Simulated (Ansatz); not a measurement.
# CdC2 (built on the sites of a database entry of MgC2): following an unstable mode, part 2 of 2

Which phase does CdC2 (built on the sites of a database entry of MgC2) fall into along its unstable mode, and how much energy does it gain?

Ansatz 0.2.0; DFT PBE, scalar-relativistic, plane waves, norm-conserving pseudopotentials.

So far. Step 5 (Energy along the mode, all amplitudes (two of the runs …): The lowest of the steps tried is at 0.32 Å, 2.56 meV/atom below the parent; the bottom of the well need not coincide with a step. Step 7 (The new phase in its own primitive cell): The largest force component left is 0.70 meV/Å and the pressure is 0.001 GPa, within the tolerances set. The cell now holds 15.47 Å³/atom.

The structure was built from a prototype and need not be the compound's stable phase.

## Step 8: Modes of the new phase, k-mesh 6×6×4

A relaxed structure may still be a saddle point, so its zone-centre modes are computed. The response to a homogeneous field gives the Born charges and the dielectric tensor.

File input.yaml:

```yaml
crystal:
  lattice:
    - [3.9497456539, 0.0, 0.0]
    - [0.0, 3.9497456539, 0.0]
    - [0.0, 0.0, 5.9505852366]
  atoms:
    - { symbol: Cd, position: [0.5, 0.5, 0.9909280346] }
    - { symbol: Cd, position: [0.0, 0.0, 0.4909280346] }
    - { symbol: C, position: [0.8877919181, 0.8877919181, 0.0528755468] }
    - { symbol: C, position: [0.6122080819, 0.3877919181, 0.5528755468] }
    - { symbol: C, position: [0.1122080819, 0.1122080819, 0.0528755468] }
    - { symbol: C, position: [0.3877919181, 0.6122080819, 0.5528755468] }
kpoints:
  mp_grid: { grid: [6, 6, 4] }
hamiltonian:
  xc: pbe
  pseudopotentials: { kind: nc }
scf:
  occupations: { method: fixed }
output:
  eigenvalues: true
phonons:
  method: dfpt
  dielectric: true
  rigid_motions: translations
```

The run is started by

```bash
> ansatz run input.yaml --threads 8 --pin off --max-ram 14336MiB --backend cpu --events-out ev --progress --plain --runs-dir out
```

It took 55 s on 8 threads of Intel Xeon 6975P-C (Granite Rapids), shared host; peak memory 3.8 GiB.

This step gave:

| Quantity | Value |
| --- | --- |
| sum-rule residual before enforcement | 8.74e-4 eV/Å² |
| miss of the charge sum rule | 0.004157 e |
| estimated error of the dielectric tensor | 0.01549 |
| estimated error of the Born charges | 0.02408 e |
| point group | 4mm |
| highest optical mode at the zone centre (no LO-TO term) | 1930 cm⁻¹ |
| lowest optical zone-centre mode | -70.85 cm⁻¹ |
| mean high-frequency dielectric constant | 4.783 |
| largest Born charge (third of the trace) | 2.308 e |
| top of the zone-centre spectrum with the field | 1930 cm⁻¹ |

Without the LO-TO term. Patterns of degenerate modes are one choice out of their space. Modes at Γ, with each element's share of the kinetic energy (negative means imaginary):

| mode | frequency (cm⁻¹) | symmetry | Cd % | C % |
| --- | --- | --- | --- | --- |
| 1 | -70.8 | E | 41 | 59 |
| 2 | -70.8 | E | 41 | 59 |
| 3 | 0.0 | acoustic | 82 | 18 |
| 4 | 0.0 | acoustic | 82 | 18 |
| 5 | 0.0 | acoustic | 82 | 18 |
| 6 | 64.4 | E | 60 | 40 |
| 7 | 64.4 | E | 60 | 40 |
| 8 | 92.5 | B2 | 100 | 0 |
| 9 | 102.6 | A1 | 18 | 82 |
| 10 | 245.8 | E | 0 | 100 |
| 11 | 245.8 | E | 0 | 100 |
| 12 | 313.0 | B2 | 0 | 100 |
| 13 | 364.8 | B1 | 0 | 100 |
| 14 | 371.0 | A2 | 0 | 100 |
| 15 | 430.4 | E | 16 | 84 |
| 16 | 430.4 | E | 16 | 84 |
| 17 | 1926.6 | A1 | 0 | 100 |
| 18 | 1929.6 | B2 | 0 | 100 |

Displacements in mode 1 (-70.8 cm⁻¹), the largest set to 1:
```
Cd1  0.41 -0.26  0.00
Cd2 -0.34 -0.11  0.00
C3  -0.83  1.00  0.05
C4   0.47  0.73  0.08
C5  -0.83  1.00 -0.05
C6   0.47  0.73 -0.08
```

Displacements in mode 9 (102.6 cm⁻¹), the largest set to 1:
```
Cd1  0.00  0.00 -0.21
Cd2  0.00  0.00 -0.21
C3  -0.01 -0.01  1.00
C4   0.01 -0.01  1.00
C5   0.01  0.01  1.00
C6  -0.01  0.01  1.00
```

Optical modes at the zone centre, without and with the macroscopic field of the longitudinal modes; each column is sorted by frequency, so a row need not hold one and the same mode. Modes with and without the field, by row:

| rank among optical modes | no field (cm⁻¹) | q along (1, 0, 0) (cm⁻¹) | q along (0, 0, 1) (cm⁻¹) |
| --- | --- | --- | --- |
| 1 | -70.8 | -70.8 | -70.8 |
| 2 | -70.8 | 50.9 | -70.8 |
| 3 | 64.4 | 64.4 | 64.4 |
| 4 | 64.4 | 92.5 | 64.4 |
| 5 | 92.5 | 102.6 | 92.5 |
| 6 | 102.6 | 167.2 | 245.8 |
| 7 | 245.8 | 245.8 | 245.8 |
| 8 | 245.8 | 248.9 | 276.8 |
| 9 | 313 | 313 | 313 |
| 10 | 364.8 | 364.8 | 364.8 |
| 11 | 371 | 371 | 371 |
| 12 | 430.4 | 430.4 | 430.4 |
| 13 | 430.4 | 458.3 | 430.4 |
| 14 | 1927 | 1927 | 1927 |
| 15 | 1930 | 1930 | 1930 |

Born charge (rows field, columns displacement) (e), principal values of the symmetric part by kind of site:

| atom | atoms with these values | low | middle | high | mean |
| --- | --- | --- | --- | --- | --- |
| Cd1 | 2 | 2.15 | 2.27 | 2.50 | 2.31 |
| C3 | 4 | -1.30 | -1.19 | -0.97 | -1.15 |

In full for C3:

```
-1.16  0.14 -0.02
 0.14 -1.16 -0.02
 0.16  0.16 -1.14
```

High-frequency dielectric tensor:

```
5.08 0.00 0.00
0.00 5.08 0.00
0.00 0.00 4.19
```

Transverse modes; imaginary modes are left out. Lines of the infrared spectrum (strongest = 100):

| position (cm⁻¹) | label | relative intensity |
| --- | --- | --- |
| 64 | E | 17 |
| 92 | B2 | 0.0 |
| 103 | A1 | 100 |
| 246 | E | 3.5 |
| 313 | B2 | 0.0 |
| 365 | B1 | 0.0 |
| 371 | A2 | 0.0 |
| 430 | E | 75 |
| 1927 | A1 | 2.8 |
| 1930 | B2 | 0.0 |

Before it was imposed, the acoustic sum rule was missed by 8.7e-4 eV/Å² and the charge sum rule by 0.0042 e. Small misses are needed for a sound result but don't prove that mesh and cutoff are converged. The lowest optical mode is imaginary, 70.8i cm⁻¹, so the energy falls along it.

## Step 9: The phases reached

The phases reached along the modes that were followed are set side by side.

Energies are those of the first relaxation, on the mesh of the frozen mode; space group, volume and gap are those of the last relaxation. Phases, by row:

| mode frozen in | space group | energy from parent (meV/atom) | volume (Å³/atom) | gap on mesh (eV) | lowest zone-centre optical mode (cm⁻¹) | largest shift (Å) |
| --- | --- | --- | --- | --- | --- | --- |
| parent | P4_2/mnm | 0 | 15.49 | 3.096 | – | – |
| q = (0, 0, 0), 80i cm⁻¹ | Pmn2_1 | -3.95 | 15.51 | 3.433 | -58.8 | 0.189 |
| q = (0, 0, 0), 80i cm⁻¹ | Amm2 | -2.12 | 15.5 | 3.226 | -76.7 | 0.196 |
| q = (0, 0, 0), 80i cm⁻¹ | Pmn2_1 | -3.94 | 15.51 | 3.433 | -58.8 | 0.189 |
| q = (0, 0, 0), 64i cm⁻¹ | P4_2nm | -3.4 | 15.47 | 3.374 | -70.8 | 0.246 |

## Step 10: Results

* unstable mode of the parent: q = (0, 0, 0), 64i cm⁻¹
* depth at the lowest point sampled: 2.56 meV/atom
* largest atomic shift at that point: 0.32 Å
* space group reached (within 0.01 Å): P4_2nm
* energy gained over the parent (first relaxation, on the mesh of the frozen mode): 3.40 meV/atom
* volume per atom, phase reached: 15.5 Å³
* gap on the k-mesh, phase reached: 3.37 eV
* lowest optical zone-centre mode, phase reached: -70.8 cm⁻¹
* highest optical mode at the zone centre (no LO-TO term), phase reached: 1930 cm⁻¹

**Reading.** Along this mode the structure falls into P4_2nm, 3.40 meV/atom below the parent. At the parent's cell the well is 2.564 meV/atom deep on the steps tried, with its lowest point at a shift of 0.32 Å. Relaxing atoms and cell changes the gain by +0.84 meV/atom against the lowest step (energies at zero smearing). The new phase still has an imaginary mode at the zone centre of its cell, so it is a saddle point on the way to a lower structure. Of the 4 patterns followed to their end from this parent, this one ends 0.543 meV/atom above the lowest, Pmn2_1. Another end point lies within 1 meV/atom; how such a difference moves with mesh and cutoff was not tested. Each path keeps the symmetry of its pattern, so a lower phase may lie along a pattern not tried. The q mesh stands for a supercell only 7.9 Å across, so branches between the solved wavevectors are rough. The program warns that the interpolation holds no quadrupole term, so branches close to Γ can be off in this crystal. The starting cell was built on a prototype and not taken from a measurement, so the phase need not exist.

[Logs are printed without paths, hosts, clocks, repeated set-up lines and the standing remarks that a program may print on its own settings, such as how far it seeks lower states.]

[Hosts, paths, dates, database ids (printed as entryN), source tags and the programs' standing remarks are cut or masked in the printed files.]
